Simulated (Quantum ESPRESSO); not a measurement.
# BP (F-43m): the LO frequency by hand

Aim: work out the LO frequency and the static dielectric constant of BP (F-43m) from one linear-response run, then check them.

Method: DFT LDA, scalar-relativistic, plane waves, PseudoDojo norm-conserving pseudopotentials, in Quantum ESPRESSO 8.0 development, patched.

**1. The relaxed structure**

The structure is cubic, space group F-43m (No. 216). The conventional cell has a = 4.487 Å, b = 4.487 Å, c = 4.487 Å, α = 90.00°, β = 90.00°, γ = 90.00°. Nearest to B lie 4 P at 1.94 Å. P has 4 B at 1.94 Å nearest. Farther neighbours are not listed.

Structure file:

```cif
data_structure
_symmetry_space_group_name_H-M 'F-43m'
_symmetry_Int_Tables_number 216
_cell_length_a 4.4871
_cell_length_b 4.4871
_cell_length_c 4.4871
_cell_angle_alpha 90.000
_cell_angle_beta 90.000
_cell_angle_gamma 90.000
_cell_volume 90.34
loop_
_atom_site_label
_atom_site_type_symbol
_atom_site_symmetry_multiplicity
_atom_site_Wyckoff_symbol
_atom_site_fract_x
_atom_site_fract_y
_atom_site_fract_z
_atom_site_occupancy
B1 B 4 a 0.00000 0.00000 0.00000 1
P1 P 4 d 0.25000 0.25000 0.75000 1
```

This is the cell after its relaxation at this level of theory, not the database cell from which that began.

**2. What the response run gave**

A linear-response run on the relaxed cell, with the response to an electric field; only its zone-centre results are used. Cutoff 76 Ry, k mesh 12×12×12.

The program printed:

```text
[banners, grids, parts of the stress and lines that vanish by symmetry left out]
Program PHONON v.8.0dev
     Dynamical matrices for q-points given in input
     (   1q-points):
[...]
Exchange-correlation= PW
                           (   1   4   0   0   0   0   0)
[...]
kinetic-energy cut-off    =      76.0000  Ry
     charge density cut-off    =     304.0000  Ry
     convergence threshold     =      1.0E-18
[...]
Exchange-correlation= PW
                           (   1   4   0   0   0   0   0)
[...]
q = (   0.0000000   0.0000000   0.0000000 )
     25 Sym.Ops. (with q -> -q+G )
     G cutoff =  553.6582  (  13635 G-vectors)     FFT grid: ( 36, 36, 36)
     number of k points=    72
[...]
Mode symmetry, T_d (-43m)  point group:
[...]
Dielectric constant
[...]
End of electric fields calculation
          Dielectric constant in cartesian axis
          (       9.159356640       0.000000000       0.000000000 )
          (       0.000000000       9.159356640      -0.000000000 )
          (      -0.000000000      -0.000000000       9.159356640 )
          Effective charges (d Force / dE) in cartesian axis without acoustic sum rule applied (asr)
           atom    1  B     Mean Z*:       -0.64511
      Ex  (       -0.64511       -0.00000        0.00000 )
      Ey  (        0.00000       -0.64511        0.00000 )
      Ez  (        0.00000        0.00000       -0.64511 )
           atom    2  P     Mean Z*:        0.64149
      Ex  (        0.64149       -0.00000       -0.00000 )
      Ey  (       -0.00000        0.64149        0.00000 )
      Ez  (       -0.00000        0.00000        0.64149 )
          Effective charges Sum: Mean:       -0.00362
[...]
Effective charges (d Force / dE) in cartesian axis with asr applied:
           atom    1  B     Mean Z*:       -0.64330
[...]
atom    2  P     Mean Z*:        0.64330
[...]
Dielectric constant from finite-differences
          (       9.159283665      -0.000000000       0.000000000 )
          (      -0.000000000       9.159283665      -0.000000000 )
          (       0.000000000       0.000000000       9.159283665 )
[...]
(       0.000000000      -0.000000000      -0.000000000 )
          (       0.000000000      -0.000000000      18.861254444 )
          (      -0.000000000      18.861254444      -0.000000000 )
          (      -0.000000000      -0.000000000      18.861254444 )
          (      -0.000000000      -0.000000000       0.000000000 )
          (      18.861254444       0.000000000      -0.000000000 )
          (       0.000000000      18.861254444      -0.000000000 )
          (      18.861254444       0.000000000      -0.000000000 )
[...]
(      -0.000000000      -0.000000000       0.000000000 )
          (      -2.933025198       0.000000000       0.000000000 )
          (       0.000000000      -2.933025198       0.000000000 )
          (      -2.933025198      -0.000000000       0.000000000 )
          (       0.000000000      -0.000000000       0.000000000 )
[...]
Representation #   1 modes #   1   2   3
[...]
End of self-consistent calculation
     Convergence has been achieved
     Representation #   2 modes #   4   5   6
[...]
End of self-consistent calculation
     Convergence has been achieved
[...]
Dielectric constant in cartesian axis
          (       9.159356640       0.000000000       0.000000000 )
          (       0.000000000       9.159356640      -0.000000000 )
          (      -0.000000000      -0.000000000       9.159356640 )
          Effective charges (d Force / dE) in cartesian axis without acoustic sum rule applied (asr)
           atom    1  B     Mean Z*:       -0.64511
      Ex  (       -0.64511       -0.00000        0.00000 )
      Ey  (        0.00000       -0.64511        0.00000 )
      Ez  (        0.00000        0.00000       -0.64511 )
           atom    2  P     Mean Z*:        0.64149
      Ex  (        0.64149       -0.00000       -0.00000 )
      Ey  (       -0.00000        0.64149        0.00000 )
      Ez  (       -0.00000        0.00000        0.64149 )
          Effective charges Sum: Mean:       -0.00362
[...]
Effective charges (d Force / dE) in cartesian axis with asr applied:
           atom    1  B     Mean Z*:       -0.64330
[...]
atom    2  P     Mean Z*:        0.64330
[...]
q = (    0.000000000   0.000000000   0.000000000 )
[...]
freq (    1) =      -0.017034 [THz] =      -0.568198 [cm-1]
     freq (    2) =      -0.017034 [THz] =      -0.568198 [cm-1]
     freq (    3) =      -0.017034 [THz] =      -0.568198 [cm-1]
     freq (    4) =      24.618967 [THz] =     821.200343 [cm-1]
     freq (    5) =      24.618967 [THz] =     821.200343 [cm-1]
     freq (    6) =      24.618967 [THz] =     821.200343 [cm-1]
[...]
Mode symmetry, T_d (-43m)  point group:
     freq (   1-   3) =         -0.6  [cm-1]   --> T_2  G_15 P_4   I+R
     freq (   4-   6) =        821.2  [cm-1]   --> T_2  G_15 P_4   I+R

   JOB DONE.
```

| quantity | value |
| --- | --- |
| cell volume Ω (Å³) | 22.586 |
| mass of B (u) | 10.810 |
| mass of P (u) | 30.974 |
| Born charge of B, raw (e) | -0.645 |
| Born charge of P, raw (e) | 0.641 |
| ε∞ | 9.159 |
| ω(TO) after the sum rule (cm⁻¹) | 821.2 |

**3. The calculation**

The charges must sum to zero over the cell; taking off their mean, -0.002 e, leaves Z* = -0.643 e on B. In the polar mode B moves against P, so the reduced mass is μ = 10.81 × 30.97 / 41.78 = 8.013 u.

A longitudinal wave builds up a field that adds to the restoring force: ω(LO)² = ω(TO)² + 4π Z*² / (μ Ω ε∞), in Hartree atomic units. With μ = 14607 electron masses and Ω = 152.42 bohr³ the second term is 2.5502e-07 Ha², or 12284 cm⁻² (1 Ha = 219474.6 cm⁻¹).

So ω(LO) = √(674369 + 12284) = 828.6 cm⁻¹, and by the Lyddane-Sachs-Teller relation ε₀ = ε∞ (ω(LO)/ω(TO))² = 9.33.

**4. Check against the program**

The analysis program adds the same non-analytic term to the full matrix, here for q along (1 0 0).

The program printed:

```text
[banner, memory and clock lines left out]
Program DYNMAT v.8.0dev

     Reading Dynamical Matrix from file g.dyn
     ...Force constants read
     ...epsilon and Z* read
     ...Raman cross sections read

     Polarizability (A^3 units)
     multiply by 0.268833 for Clausius-Mossotti correction (not under assume_isolated = 'mt')
        14.664973    0.000000   -0.000000
         0.000000   14.664973   -0.000000
         0.000000   -0.000000   14.664973

     IR activities are in (D/A)^2/amu units
     Raman activities are in A^4/amu units
     multiply Raman by 0.005223 for Clausius-Mossotti correction (not under assume_isolated = 'mt')

# mode   [cm-1]    [THz]      IR          Raman   depol.fact
    1     -0.00   -0.0000    0.0000         0.0000    0.7500
    2     -0.00   -0.0000    0.0000         0.0000    0.7500
    3      0.00    0.0000    0.0000         0.0000    0.7500
    4    821.20   24.6190    1.1915       259.9832    0.7500
    5    821.20   24.6190    1.1915       259.9832    0.7500
    6    828.65   24.8422    1.1915       259.9832    0.7500
```

ε₀ comes from the program's run without a direction of q.

```
    quantity  by hand  program
ω(LO) (cm⁻¹)    828.6    828.6
          ε₀     9.33     9.33
```

**5. Outcome**

```json
{
 "TO mode": "821.2 cm⁻¹",
 "LO mode": "828.6 cm⁻¹",
 "static dielectric constant": "9.326"
}
```

In words: The LO mode of BP (F-43m) lies at 829 cm⁻¹, 7 cm⁻¹ above the TO mode; the formula meets the program within 0.1 cm⁻¹, as it must for a cubic crystal with one polar mode. ω(LO)² − ω(TO)² goes with Z*²/ε∞: an error of 5 % in ε∞ would move the LO mode by 0.4 cm⁻¹, and semilocal functionals tend to overestimate ε∞. These are harmonic values at zero temperature, at the volume of this functional, for the structure held cubic; stability elsewhere in the zone is no part of this calculation.

[Host names and launcher messages were left out of these logs when they were recorded.]

[Logs are printed without paths, hosts, clocks, repeated set-up lines and the standing remarks that a program may print on its own settings, such as how far it seeks lower states.]

[Hosts, paths, dates, database ids (printed as entryN), source tags and the programs' standing remarks are cut or masked in the printed files.]
